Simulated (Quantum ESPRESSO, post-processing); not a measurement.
# Ru(0001), 4 layers: solver and mixing choices, part 4 of 4

Which eigensolver and mixing suits Ru(0001), 4 layers? The physics should not care; the clock does.

Quantum ESPRESSO 7.5; plane-wave DFT, PBE, GBRV ultrasoft pseudopotentials.

So far. Step 9 (SCF with pw.x: cg, local-TF mixing, beta 0.4, history 8): Counted from each run's own zero (the Fermi level), the vacuum level differs from the first run's by -1 meV. Step 10 (Self-consistent run: ppcg, local-TF mixing, beta 0.4 …): The message: “iosys (1): PPCG diagonalization not supported anymore (Dec. 2024)”. This release no longer has that solver; david, paro or rmm-davidson serve.

### 11. Self-consistent run: paro, local-TF mixing, beta 0.4, history 8

Input file c9.in:

```
&control
  prefix = 'c9'
  outdir = './out'
  pseudo_dir = './pseudo'
  calculation = 'scf'
  tprnfor = .true.
/
&system
  ibrav = 0
  nat = 4
  ntyp = 1
  ecutwfc = 40
  ecutrho = 200
  occupations = 'smearing'
  smearing = 'mv'
  degauss = 0.02
  assume_isolated = 'esm'
  esm_bc = 'bc1'
/
&electrons
  conv_thr = 1e-07
  mixing_beta = 0.4
  electron_maxstep = 80
  mixing_mode = 'local-TF'
  diagonalization = 'paro'
  mixing_ndim = 8
/
ATOMIC_SPECIES
  Ru  101.0700  ru_pbe_v1.2.uspp.F.UPF
CELL_PARAMETERS angstrom
  2.70000000000000 0.00000000000000 0.00000000000000
  1.35000000000000 2.33826859021798 0.00000000000000
  0.00000000000000 0.00000000000000 22.41520000000000
ATOMIC_POSITIONS crystal
  Ru  0.666666666700 0.666666666700 -0.143099325458
  Ru  0.000000000000 0.000000000000 -0.047699775153
  Ru  0.666666666700 0.666666666700 0.047699775153
  Ru  0.000000000000 0.000000000000 0.143099325458
K_POINTS automatic
  12 12 1 0 0 0
```

Started as:

```console
> OMP_NUM_THREADS=1 mpirun -n 4 pw.x -nk 4 -in c9.in > c9.out
```

Output:

```text
[banner, memory and clock lines left out]
Program PWSCF v.7.5 starts
[...]
Message from routine setup:
[...]
number of electrons       =        64.00
     number of Kohn-Sham states=           38
     kinetic-energy cutoff     =      40.0000  Ry
     charge density cutoff     =     200.0000  Ry
[...]
number of k points=    19  Marzari-Vanderbilt smearing, width (Ry)=  0.0200
[...]
Dense  grid:    45719 G-vectors     FFT dimensions: (  24,  24, 192)
[...]
negative rho (up, down):  3.230E-01 0.000E+00
     Starting wfcs are   52 randomized atomic wfcs
[...]
negative rho (up, down):  3.288E-01 0.000E+00
[...]
estimated scf accuracy    <       6.51999834 Ry
[...]
negative rho (up, down):  3.848E-01 0.000E+00
[...]
estimated scf accuracy    <       3.39605671 Ry
[...]
negative rho (up, down):  3.721E-01 0.000E+00
[...]
estimated scf accuracy    <       1.90452854 Ry
[...]
negative rho (up, down):  3.600E-01 0.000E+00
[...]
estimated scf accuracy    <       0.34424191 Ry
[...]
negative rho (up, down):  3.589E-01 0.000E+00
[...]
estimated scf accuracy    <       0.03308928 Ry
[...]
negative rho (up, down):  3.666E-01 0.000E+00
[...]
estimated scf accuracy    <       0.09816915 Ry
[...]
negative rho (up, down):  3.639E-01 0.000E+00
[...]
estimated scf accuracy    <       0.09839303 Ry
[...]
negative rho (up, down):  3.461E-01 0.000E+00
[...]
estimated scf accuracy    <       0.04847053 Ry
[...]
negative rho (up, down):  3.351E-01 0.000E+00
[...]
estimated scf accuracy    <       0.06183840 Ry
[...]
negative rho (up, down):  3.253E-01 0.000E+00
[...]
estimated scf accuracy    <       0.00660897 Ry
[...]
negative rho (up, down):  3.213E-01 0.000E+00
[...]
estimated scf accuracy    <       0.00945103 Ry
[...]
negative rho (up, down):  3.153E-01 0.000E+00
[...]
estimated scf accuracy    <       0.00542041 Ry
[...]
negative rho (up, down):  3.153E-01 0.000E+00
[...]
estimated scf accuracy    <       0.00021071 Ry
[...]
negative rho (up, down):  3.149E-01 0.000E+00
[...]
estimated scf accuracy    <       0.00007290 Ry
[...]
negative rho (up, down):  3.145E-01 0.000E+00
[...]
estimated scf accuracy    <       0.00015422 Ry
[...]
negative rho (up, down):  3.143E-01 0.000E+00
[...]
estimated scf accuracy    <       0.00001091 Ry
[...]
negative rho (up, down):  3.143E-01 0.000E+00
[...]
estimated scf accuracy    <       0.00009002 Ry
[...]
negative rho (up, down):  3.142E-01 0.000E+00
[...]
estimated scf accuracy    <       0.00000548 Ry
[...]
negative rho (up, down):  3.142E-01 0.000E+00
[...]
the Fermi energy is    -5.1154 ev
!    total energy              =    -776.87918018 Ry
     estimated scf accuracy    <       0.00000007 Ry
     smearing contrib. (-TS)   =       0.00100438 Ry
     internal energy E=F+TS    =    -776.88018456 Ry
[...]
one-electron contribution =   11922.22076739 Ry
     hartree contribution      =   -5981.01584750 Ry
     xc contribution           =    -103.54786933 Ry
     ewald contribution        =   -6614.53723512 Ry
     convergence has been achieved in  19 iterations
     negative rho (up, down):  3.142E-01 0.000E+00
[...]
Total force =     0.039891     Total SCF correction =     0.002716
[...]
```

It took 93 s on 4 MPI ranks of Arm Neoverse V1, shared host; peak memory 0.44 GiB.

Numbers from this step:

* Fermi energy: -5.115 eV
* vacuum line at the lower end of the cell, over the Fermi level: 5.115 eV
* vacuum line at the upper end of the cell, over the Fermi level: 5.115 eV

The program's own clock; routines nest. Time by routine:

```tsv
routine	wall time (s)	calls
PWSCF	92.74	1
electrons	91.42	1
c_bands	81.52	19
paro_k	67.41	95
h_psi	43.96	2195
vloc_psi	37.73	2195
fftw	37.5	49778
sum_band	4.3	19
mix_rho	4.26	19
calbec	3.55	2310
h_psi:calbec	3.06	2195
add_vuspsi	3.05	2195
s_psi	3	2195
ffts	2.93	2037
```

Counted from each run's own zero (the Fermi level), the vacuum level differs from the first run's by +0 meV.

### 12. SCF with pw.x: rmm-davidson, local-TF mixing, beta 0.4, history 8

c10.in, as its differences from the input of step 11:

```diff
@@ -1,3 +1,3 @@
 &control
-  prefix = 'c9'
+  prefix = 'c10'
   outdir = './out'
@@ -24,3 +24,3 @@
   mixing_mode = 'local-TF'
-  diagonalization = 'paro'
+  diagonalization = 'rmm-davidson'
   mixing_ndim = 8
```

Started as:

```console
> OMP_NUM_THREADS=1 mpirun -n 4 pw.x -nk 4 -in c10.in > c10.out
```

Output:

```text
[banner, memory and clock lines left out]
Program PWSCF v.7.5 starts
[...]
Message from routine setup:
[...]
number of electrons       =        64.00
     number of Kohn-Sham states=           38
     kinetic-energy cutoff     =      40.0000  Ry
     charge density cutoff     =     200.0000  Ry
[...]
number of k points=    19  Marzari-Vanderbilt smearing, width (Ry)=  0.0200
[...]
Dense  grid:    45719 G-vectors     FFT dimensions: (  24,  24, 192)
[...]
negative rho (up, down):  3.230E-01 0.000E+00
     Starting wfcs are   52 randomized atomic wfcs
[...]
negative rho (up, down):  3.265E-01 0.000E+00
[...]
estimated scf accuracy    <       4.58703669 Ry
[...]
negative rho (up, down):  3.825E-01 0.000E+00
[...]
estimated scf accuracy    <       2.74833796 Ry
[...]
negative rho (up, down):  3.538E-01 0.000E+00
[...]
estimated scf accuracy    <       1.94745080 Ry
[...]
negative rho (up, down):  3.627E-01 0.000E+00
[...]
estimated scf accuracy    <       1.28340003 Ry
[...]
negative rho (up, down):  3.723E-01 0.000E+00
[...]
estimated scf accuracy    <       0.74968385 Ry
[...]
negative rho (up, down):  3.745E-01 0.000E+00
[...]
estimated scf accuracy    <       0.10333719 Ry
[...]
negative rho (up, down):  3.753E-01 0.000E+00
[...]
estimated scf accuracy    <       0.04585266 Ry
[...]
negative rho (up, down):  3.721E-01 0.000E+00
[...]
estimated scf accuracy    <       0.04967147 Ry
[...]
negative rho (up, down):  3.712E-01 0.000E+00
[...]
estimated scf accuracy    <       0.05571976 Ry
[...]
negative rho (up, down):  3.508E-01 0.000E+00
[...]
estimated scf accuracy    <       0.48151322 Ry
[...]
negative rho (up, down):  3.370E-01 0.000E+00
[...]
estimated scf accuracy    <       0.06582436 Ry
[...]
negative rho (up, down):  3.300E-01 0.000E+00
[...]
estimated scf accuracy    <       0.02245370 Ry
[...]
negative rho (up, down):  3.322E-01 0.000E+00
[...]
estimated scf accuracy    <       0.00658759 Ry
[...]
negative rho (up, down):  3.160E-01 0.000E+00
[...]
estimated scf accuracy    <       0.00280401 Ry
[...]
negative rho (up, down):  3.126E-01 0.000E+00
[...]
estimated scf accuracy    <       0.03971254 Ry
[...]
negative rho (up, down):  3.172E-01 0.000E+00
[...]
estimated scf accuracy    <       0.02239182 Ry
[...]
negative rho (up, down):  3.162E-01 0.000E+00
[...]
estimated scf accuracy    <       0.00035575 Ry
[...]
negative rho (up, down):  3.148E-01 0.000E+00
[...]
estimated scf accuracy    <       0.00018012 Ry
[...]
negative rho (up, down):  3.147E-01 0.000E+00
[...]
estimated scf accuracy    <       0.00000866 Ry
[...]
negative rho (up, down):  3.146E-01 0.000E+00
[...]
estimated scf accuracy    <       0.00020099 Ry
[...]
negative rho (up, down):  3.145E-01 0.000E+00
[...]
estimated scf accuracy    <       0.00002154 Ry
[...]
negative rho (up, down):  3.143E-01 0.000E+00
[...]
estimated scf accuracy    <       0.00000320 Ry
[...]
negative rho (up, down):  3.142E-01 0.000E+00
[...]
estimated scf accuracy    <       0.00000039 Ry
[...]
negative rho (up, down):  3.142E-01 0.000E+00
[...]
the Fermi energy is    -5.1164 ev
!    total energy              =    -776.87918009 Ry
     estimated scf accuracy    <       0.00000006 Ry
     smearing contrib. (-TS)   =       0.00100552 Ry
     internal energy E=F+TS    =    -776.88018561 Ry
[...]
one-electron contribution =   11922.23181533 Ry
     hartree contribution      =   -5981.02739779 Ry
     xc contribution           =    -103.54736802 Ry
     ewald contribution        =   -6614.53723512 Ry
     convergence has been achieved in  24 iterations
     negative rho (up, down):  3.142E-01 0.000E+00
[...]
Total force =     0.039866     Total SCF correction =     0.001170
[...]
```

Wall time 51 s (4 MPI ranks); peak memory 0.47 GiB.

This step gave:

```
Fermi energy                                                   : -5.116 eV
vacuum line at the lower end of the cell, over the Fermi level : 5.116 eV
vacuum line at the upper end of the cell, over the Fermi level : 5.116 eV
```

The program's own clock; routines nest. Time by routine:

```tsv
routine	wall time (s)	calls
PWSCF	50.49	1
electrons	49.16	1
c_bands	36.55	24
h_psi	26.79	739
fftw	24.9	33022
vloc_psi	23.3	739
crmmdiagg	12.04	90
wfcrot	8.47	95
mix_rho	5.56	24
sum_band	5.36	24
ffts	3.81	2658
calbec	2.33	879
h_psi:calbec	1.72	739
add_vuspsi	1.7	739
```

Counted from each run's own zero (the Fermi level), the vacuum level differs from the first run's by +1 meV.

### 13. The series side by side

All levels:

```tsv
level	vacuum level over the Fermi level (eV)	its change from the first (meV)	energy from the first (meV an atom)	SCF iterations	wall time (s)	peak memory (GiB)	CPU time (s)
david, local-TF mixing, beta 0.4, history 8	5.115	0	0	27	61.81	0.44	247
david, plain mixing, beta 0.4, history 8	5.116	1	0	33	69.75	0.44	278.8
david, plain mixing, beta 0.7, history 8	5.114	-1.4	6.80e-5	41	79.62	0.44	318.2
david, TF mixing, beta 0.4, history 8	5.108	-7.1	3.40e-5	42	87.69	0.44	350.5
david, local-TF mixing, beta 0.7, history 8	5.114	-1.3	1.36e-4	18	43.56	0.44	174
david, local-TF mixing, beta 0.2, history 8	5.113	-2.2	-1.02e-4	33	80.24	0.44	320.7
david, local-TF mixing, beta 0.4, history 4	5.113	-1.7	1.02e-4	21	50.31	0.43	201
cg, local-TF mixing, beta 0.4, history 8	5.114	-1.1	0	19	48.53	0.44	193.8
paro, local-TF mixing, beta 0.4, history 8	5.115	0.4	3.40e-4	19	93.28	0.44	372.8
rmm-davidson, local-TF mixing, beta 0.4, history 8	5.116	1.4	6.46e-4	24	51.02	0.47	203.8
```

### 14. Summary of results

| Item | Value |
| --- | --- |
| fastest | david, local-TF mixing, beta 0.7, history 8: 44 s, 18 iterations |
| slowest that converged | paro, local-TF mixing, beta 0.4, history 8: 93 s, 19 iterations |
| fewest iterations | david, local-TF mixing, beta 0.7, history 8: 18 |
| largest change of the vacuum level | 7 meV |

The fastest choice is david, local-TF mixing, beta 0.7, history 8: 44 s, 18 iterations. The converged runs took 18 to 42 iterations and agree within 9 meV in the vacuum level; counts also move with the parallel layout and the random start, so differences of a few iterations rank nothing. Refused or stopped by an error: ppcg, local-TF mixing, beta 0.4, history 8. The times come from a shared host and are rough. Peak memory is sampled during the run and can miss the peak. The geometry is as built, not relaxed.

[Logs are printed without paths, hosts, clocks, repeated set-up lines and the standing remarks that a program may print on its own settings, such as how far it seeks lower states.]

[Hosts, paths, dates, database ids (printed as entryN), source tags and the programs' standing remarks are cut or masked in the printed files.]

[Maps of the electrostatic potential energy from Ansatz leave out the sawtooth potential of an applied field or a dipole correction, so their vacuum need not be flat; planar profiles and work functions include it.]
